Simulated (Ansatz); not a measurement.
# V2NO2 monolayer: a soft mode frozen in

Aim: this structure of V2NO2 monolayer is to be tested for unstable modes, and one is followed downhill.

Main program and level: Ansatz 0.2.0; DFT PBEsol, scalar-relativistic, plane waves, PAW; PAW set soft_1.

Most raw output is cut from this account.

## 1. Starting point

The cell holds 5 atoms: 1 N, 2 V and 2 O. Cell: a = 2.871 Å, b = 2.871 Å, c = 32.600 Å, α = 90.0°, β = 90.0°, γ = 120.0°. Vacuum lies along c.

## 2. Response at finite wavevector

The cell comes from relaxations at this level that are not shown. Stability and thermal properties need the whole zone. Linear response on a 4×4×1 q mesh gives force constants as far as a supercell of that size would.

File input.yaml:

```yaml
crystal:
  lattice:
    - [2.8714334083, 0.0, 0.0]
    - [-1.4357167041, 2.4867342769, 0.0]
    - [0.0, 0.0, 32.6]
  atoms:
    - { symbol: "N", position: [0.0, 0.0, 0.3067484663] }
    - { symbol: V, position: [0.3333333333, 0.6666666667, 0.3417799602] }
    - { symbol: V, position: [0.6666666667, 0.3333333333, 0.2717169724] }
    - { symbol: O, position: [0.6666666667, 0.3333333333, 0.3723333869] }
    - { symbol: O, position: [0.3333333333, 0.6666666667, 0.2411635456] }
  periodic: [true, true, false]
kpoints:
  mp_grid: { grid: [20, 20, 1] }
hamiltonian:
  xc: pbesol
  pseudopotentials: { kind: paw, azcp: { folder: soft_1 }, xc_functional: pbe }
scf:
  occupations: { method: methfessel_paxton, width: 0.2 }
output:
  eigenvalues: true
phonons:
  method: dfpt
  qmesh: [4, 4, 1]
  temperatures: { t_max: 1000, t_step: 50 }
  qpath:
    path:
      - [0.0, 0.0, 0.0]
      - [0.5, 0.0, 0.0]
      - [0.33333333, 0.33333333, 0.0]
      - [0.0, 0.0, 0.0]
    npoints: 10
```

Started as:

```
ansatz run input.yaml --threads 8 --pin off --max-ram 16384MiB --backend cpu --events-out ev --progress --plain --runs-dir out
```

It took 16 min on 8 threads of Arm Neoverse V2, shared host; peak memory 5.2 GiB.

This run has no spin polarisation, although V can carry a moment.

Numbers from this step:

```yaml
gap_on_the_k_mesh: 0 eV
sum_rule_residual_before_enforcement: 3.20e-5 eV/Å²
lowest_frequency_on_the_path: -203.4 cm⁻¹
point_group: -3m
highest_frequency_on_the_path_or_at_a_solved_wavevector: 657.4 cm⁻¹
area_per_atom: 1.428 Å²
highest_optical_mode_at_the_zone_centre_no_lo_to_term: 656.4 cm⁻¹
lowest_optical_zone_centre_mode: 129.4 cm⁻¹
lowest_mode_on_the_q_mesh_acoustic_modes_at_gamma_apart: -204.8 cm⁻¹
```

Frequencies (cm⁻¹) solved at each irreducible wavevector; negative means imaginary. Frequencies by wavevector, by row:

```csv
q in reciprocal lattice units,star,mode 1,mode 2,mode 3,mode 4,mode 13,mode 14,mode 15
0 0 0,1,0,0,0,129.4,603.8,603.8,656.4
0 0.25 0,6,38.9,58,125.1,128.2,588.9,599.5,643.3
0 -0.5 0,3,-203.4,-178.6,-108.4,-103.1,590.9,620.9,657.4
0.25 0.25 0,6,-204.8,-156,-87.2,114.3,599.8,619.8,626.4
```

Interpolated from a 4×4×1 q mesh. The phonon branches at the labelled points (cm⁻¹):

```csv
point,branch 1,branch 2,branch 3,branch 4,branch 12,branch 13,branch 14,branch 15
Γ,0,0,0,129,586,604,604,656
halfway,39,58,125,128,551,589,599,643
M,-203,-179,-108,-103,534,591,621,657
halfway,-166,-159,-103,-99,526,598,615,644
K,-134,-100,-100,75,516,613,615,615
halfway,-94,42,115,128,553,595,599,638
Γ,0,0,0,129,586,604,604,656
```

Symmetry leaves 4 wavevectors to solve. The lowest mode among them, the acoustic zeros apart, lies at q = (0.25, 0.25, 0) and is imaginary, 204.8i cm⁻¹, so the energy falls along it.

## 3. The mode frozen in, largest atomic shift 0 Å

The mode followed lies at q = (0, -0.5, 0) with frequency 203.4i cm⁻¹, one of the unstable modes though not the softest. At small amplitude the distorted cell has space group no. 10 by a symmetry search on the positions. The undistorted cell that holds it gives the zero of energy on the same k mesh.

System of this step: V2NO2 monolayer. The cell holds 10 atoms: 2 N, 4 V and 4 O. Cell: a = 2.871 Å, b = 4.973 Å, c = 32.600 Å, α = 90.0°, β = 90.0°, γ = 90.0°. It derives from V2NO2. Vacuum lies along c.

File input.yaml:

```yaml
crystal:
  lattice:
    - [2.8714334083, 0.0, 0.0]
    - [0.0, 4.9734685537, 0.0]
    - [0.0, 0.0, 32.6]
  atoms:
    - { symbol: "N", position: [0.5, 0.5, 0.3067484663] }
    - { symbol: "N", position: [0.0, 0.0, 0.3067484663] }
    - { symbol: V, position: [0.0, 0.3333333333, 0.3417799602] }
    - { symbol: V, position: [0.5, 0.8333333333, 0.3417799602] }
    - { symbol: V, position: [0.5, 0.1666666667, 0.2717169724] }
    - { symbol: V, position: [0.0, 0.6666666667, 0.2717169724] }
    - { symbol: O, position: [0.5, 0.1666666667, 0.3723333869] }
    - { symbol: O, position: [0.0, 0.6666666667, 0.3723333869] }
    - { symbol: O, position: [0.0, 0.3333333333, 0.2411635456] }
    - { symbol: O, position: [0.5, 0.8333333333, 0.2411635456] }
  periodic: [true, true, false]
kpoints:
  mp_grid: { grid: [12, 8, 1] }
hamiltonian:
  xc: pbesol
  pseudopotentials: { kind: paw, azcp: { folder: soft_1 }, xc_functional: pbe }
scf:
  occupations: { method: methfessel_paxton, width: 0.2 }
output:
  forces: true
  stress: true
  eigenvalues: true
```

It took 10 s on 8 threads; peak memory 1.9 GiB; 79 s of CPU time.

Numbers from this step:

```yaml
energy_from_the_undistorted_cell: 0 meV/atom
```

## 4. The mode frozen in, largest atomic shift 0.04 Å

The atoms are moved along the unstable eigenvector, the largest shift by 0.04 Å, with the cell fixed.

input.yaml, the sections that differ from step 3:

```yaml
crystal:
  lattice:
    - [2.8714334083, 0.0, 0.0]
    - [0.0, 4.9734685537, 0.0]
    - [0.0, 0.0, 32.6]
  atoms:
    - { symbol: "N", position: [0.5, 0.5, 0.3067484663] }
    - { symbol: "N", position: [0.0, 0.0, 0.3067484663] }
    - { symbol: V, position: [0.0, 0.3402448449, 0.3412766658] }
    - { symbol: V, position: [0.5, 0.8264218218, 0.3422832545] }
    - { symbol: V, position: [0.5, 0.1735781782, 0.271213678] }
    - { symbol: V, position: [0.0, 0.6597551551, 0.2722202667] }
    - { symbol: O, position: [0.5, 0.1648380104, 0.3711385297] }
    - { symbol: O, position: [0.0, 0.6684953229, 0.3735282442] }
    - { symbol: O, position: [0.0, 0.3315046771, 0.2399686883] }
    - { symbol: O, position: [0.5, 0.8351619896, 0.2423584028] }
  periodic: [true, true, false]
# kpoints, hamiltonian, scf, output: as in step 3
```

Elapsed: 11 s, on 8 threads; peak memory 1.9 GiB.

This step gave:

```yaml
energy_from_the_undistorted_cell: -2.089 meV/atom
```

The energy, extrapolated to zero smearing, is -2.09 meV/atom against the undistorted cell.

## 5. Energy along the mode, all amplitudes (two of the runs are shown above)

An imaginary frequency means negative curvature, so the energy should fall and then rise again as anharmonic terms take over.

Numbers from this step:

```yaml
depth_at_the_lowest_point_sampled: 2.089 meV/atom
largest_atomic_shift_at_that_point: 0.04 Å
```

The energy from the parent by largest atomic shift:

```csv
largest atomic shift (Å),energy from the parent (meV/atom)
0.0000,0
0.0400,-2.09
0.0800,-0.409
0.1400,28.9
```

Displacement at unit largest shift by atom:

```csv
atom,x (Å),y (Å),z (Å),size
N1,0.00,0.00,0.00,0.00
N2,0.00,0.00,0.00,0.00
V3,0.00,0.86,-0.41,0.95
V4,0.00,-0.86,0.41,0.95
V5,0.00,0.86,-0.41,0.95
V6,0.00,-0.86,0.41,0.95
O7,0.00,-0.23,-0.97,1.00
O8,0.00,0.23,0.97,1.00
O9,0.00,-0.23,-0.97,1.00
O10,0.00,0.23,0.97,1.00
```

The lowest of the steps tried is at 0.04 Å, 2.09 meV/atom below the parent; the bottom of the well need not coincide with a step.

## 6. Relaxation from the frozen mode

Starting from the lowest point found, all atoms and the cell are let go, so that strain and other modes of the same symmetry can join in.

input.yaml: that of step 4 with these lines changed.

```diff
@@ -28 +28,10 @@
   eigenvalues: true
+  write_density: true
+  write_potential: true
+  elf: true
+  volumetric_format: npy
+relax:
+  adjacent_minimum: "off"
+  f_tol: 0.002
+  max_steps: 120
+  cell: { stress_2d_tol: 0.005 }
```

The job ended after 2.4 min (8 threads; peak memory 1.9 GiB; 19 min of CPU time).

The steps of the relaxation:

```csv
step,energy less that of the first step (eV),largest force component (eV/Å),volume (Å³)
1,0.0000,0.0968,465.56
2,-0.0014,0.0925,465.48
3,-0.0039,0.0276,465.37
4,-0.0042,0.0178,465.35
5,-0.0043,0.0188,465.25
6,-0.0043,0.0122,465.40
7,-0.0043,0.0092,465.42
8,-0.0044,0.0085,465.44
9,-0.0044,0.0132,465.47
10,-0.0044,0.0021,465.44
11,-0.0044,0.0032,465.41
12,-0.0044,0.0010,465.43
13*,-0.0043,0.0010,465.43
14,-0.0043,0.0011,465.42
15*,-0.0043,0.0011,465.42
```

Relaxation steps marked * repeat the geometry before them on a plane-wave basis chosen anew for their cell, so energy and pressure can jump there. Relaxation step 11 was tried and not accepted.

The run keeps the 4 symmetry operations that it works with, so distortions that break them were not tested.

```csv
cell as run,before,after,change
a (Å),2.871,2.875,+0.1 %
b (Å),4.973,4.966,-0.1 %
```

The atoms that moved most (Å, along periodic axes as changes of fractional coordinates times the final cell, across vacuum about the mean position):

```csv
atom,dx,dy,dz,length
V4,0.000,-0.021,0.014,0.025
V5,0.000,0.021,-0.014,0.025
O8,0.000,-0.010,0.012,0.016
O9,0.000,0.010,-0.012,0.016
O10,0.000,0.008,0.012,0.014
O7,0.000,-0.008,-0.012,0.014
V3,0.000,-0.006,-0.012,0.013
V6,0.000,0.006,0.012,0.013
```

The relaxed structure:

```xyz
10
Lattice="2.8748 0.0000 0.0000 0.0000 4.9661 0.0000 0.0000 0.0000 32.6000" Properties=species:S:1:pos:R:3
N     1.4374    2.4830   10.0000
N     0.0000    0.0000   10.0000
V     0.0000    1.6841   11.1140
V     1.4374    4.0827   11.1724
V     1.4374    0.8833    8.8276
V     0.0000    3.2820    8.8860
O     1.4374    0.8107   12.0873
O     0.0000    3.3099   12.1894
O     0.0000    1.6561    7.8106
O     1.4374    4.1554    7.9127
```

ELF in the bc plane at fractional x = 0.000, with atoms of N and V and O within 0.2 Å of it. It is the smooth field of the valence electrons, not physical close to the nuclei.

Ten even steps from '0' (0.00) to '9' (0.75), each cell a mean:
```
00000000000000
00000000000000
00000000000000
00000000000000
00000000000000
00000000000000
00000000000000
00000000000000
00000000000000
00000000000000
00000000000000
00000000000000
00000000000000
00000000111000
00000037999840
32257754666543
69733332222598
44456544788424
01699996100000
00012210000000
00000000000000
00000000000000
00000000000000
00000000000000
```
Columns run along b (5.0 Å), rows up along c (32.6 Å). Atoms in or near the plane, at fractional coordinates: N at (0.00, 0.31), V at (0.34, 0.34), V at (0.66, 0.27), O at (0.67, 0.37), O at (0.33, 0.24).

Valence density in the bc plane at fractional x = 0.000, with atoms of N and V and O within 0.2 Å of it. It is the smooth field of the valence electrons, not physical close to the nuclei.

Ten steps, logarithmic in the rise over the least value, from '0' (0.00 × 1e0 e/Å³) to '9' (9.44 × 1e0 e/Å³), each cell a mean:
```
00000000000000
00000000000000
00000000000000
00000000000000
00000000000000
00000000000000
00000000000000
00000000000000
00000000000000
00000000000000
00000000000000
00000000000000
00000000000000
00000000000000
00011113676410
22479975576432
76446643444457
33345546898633
01367753111110
00000000000000
00000000000000
00000000000000
00000000000000
00000000000000
```
Columns run along b (5.0 Å), rows up along c (32.6 Å). Atoms in or near the plane, at fractional coordinates: N at (0.00, 0.31), V at (0.34, 0.34), V at (0.66, 0.27), O at (0.67, 0.37), O at (0.33, 0.24).

Electrostatic potential energy in the bc plane at fractional x = 0.000, with atoms of N and V and O within 0.2 Å of it. With pseudopotentials it is smooth inside the atoms' cores, unlike the true potential.

Values in eV, 24 rows by 14 columns, each cell a mean:
```
  0   0   0   0   0   0   0   0   0   0   0   0   0   0
  0   0   0   0   0   0   0   0   0   0   0   0   0   0
  0   0   0   0   0   0   0   0   0   0   0   0   0   0
  0   0   0   0   0   0   0   0   0   0   0   0   0   0
  0   0   0   0   0   0   0   0   0   0   0   0   0   0
  0   0   0   0   0   0   0   0   0   0   0   0   0   0
  0   0   0   0   0   0   0   0   0   0   0   0   0   0
  0   0   0   0   0   0   0   0   0   0   0   0   0   0
  0   0   0   0   0   0   0   0   0   0   0   0   0   0
  0   0   0   0   0   0   0   0   0   0   0   0   0   0
  0   0   0   0   0   0   0   0   0   0   0   0   0   0
  0   0   0   0   0   0   0   0   0   0   0   0   0   0
  0   0   0   0   0   0   0   0   0   0   0   0   0   0
  0   0   0   0   0   0   0   0   0   0   0   0   0   0
 -1  -1  -2  -3  -3  -3  -3  -6 -18 -23 -20  -8  -2  -1
 -6  -8 -18 -34 -39 -39 -35 -22 -20 -23 -20 -11  -7  -6
-38 -30 -15 -17 -22 -22 -19 -15 -16 -18 -16 -12 -20 -36
 -8  -8  -8 -12 -18 -18 -16 -30 -41 -42 -41 -31 -13  -8
 -2  -2  -4 -18 -28 -27 -17  -5  -5  -7  -5  -4  -2  -2
  0   0   0   0   0   0   0   0   0   0   0   0   0   0
  0   0   0   0   0   0   0   0   0   0   0   0   0   0
  0   0   0   0   0   0   0   0   0   0   0   0   0   0
  0   0   0   0   0   0   0   0   0   0   0   0   0   0
  0   0   0   0   0   0   0   0   0   0   0   0   0   0
```
Columns run along b (5.0 Å; values clipped at the 3rd and 97th percentile), rows up along c (32.6 Å). Atoms in or near the plane, at fractional coordinates: N at (0.00, 0.31), V at (0.34, 0.34), V at (0.66, 0.27), O at (0.67, 0.37), O at (0.33, 0.24).

The distorted start has space group P2/m; the relaxation ends in P2/m.

## 7. Outcome

| Quantity | Value |
| --- | --- |
| unstable mode of the parent | q = (0, -0.5, 0), 203i cm⁻¹ |
| depth at the lowest point sampled | 2.09 meV/atom |
| largest atomic shift at that point | 0.04 Å |
| space group reached (within 0.01 Å) | P2/m |
| energy gained over the parent (first relaxation, on the mesh of the frozen mode) | 2.62 meV/atom |
| area per atom, phase reached | 1.43 Å² |

In words: Along this mode the structure falls into P2/m, 2.62 meV/atom below the parent. At the parent's cell the well is 2.089 meV/atom deep on the steps tried, with its lowest point at a shift of 0.04 Å. Relaxing atoms and cell changes the gain by +0.53 meV/atom against the lowest step (energies at zero smearing). The modes of the phase reached were not computed on this path. Of the 2 patterns followed to their end from this parent, this one ends 9.13 meV/atom above the lowest, P2_1/c. Each path keeps the symmetry of its pattern, so a lower phase may lie along a pattern not tried. With no gap, or one that is small against the smearing, the frequencies hang on the k mesh and the smearing, most of all near Kohn anomalies. The phonon runs are without spin polarisation, although the cell has an odd electron count. In a sheet or slab the interpolated bending branch near Γ is rough, since the rotational sum rule isn't imposed. The PAW files were made for PBE and serve the other functionals too. A phonon run warned that its eigensolver left some bands unconverged in a pass. The starting cell was built on a prototype and not taken from a measurement.

[Logs are printed without paths, hosts, clocks, repeated set-up lines and the standing remarks that a program may print on its own settings, such as how far it seeks lower states.]

[Hosts, paths, dates, database ids (printed as entryN), source tags and the programs' standing remarks are cut or masked in the printed files.]
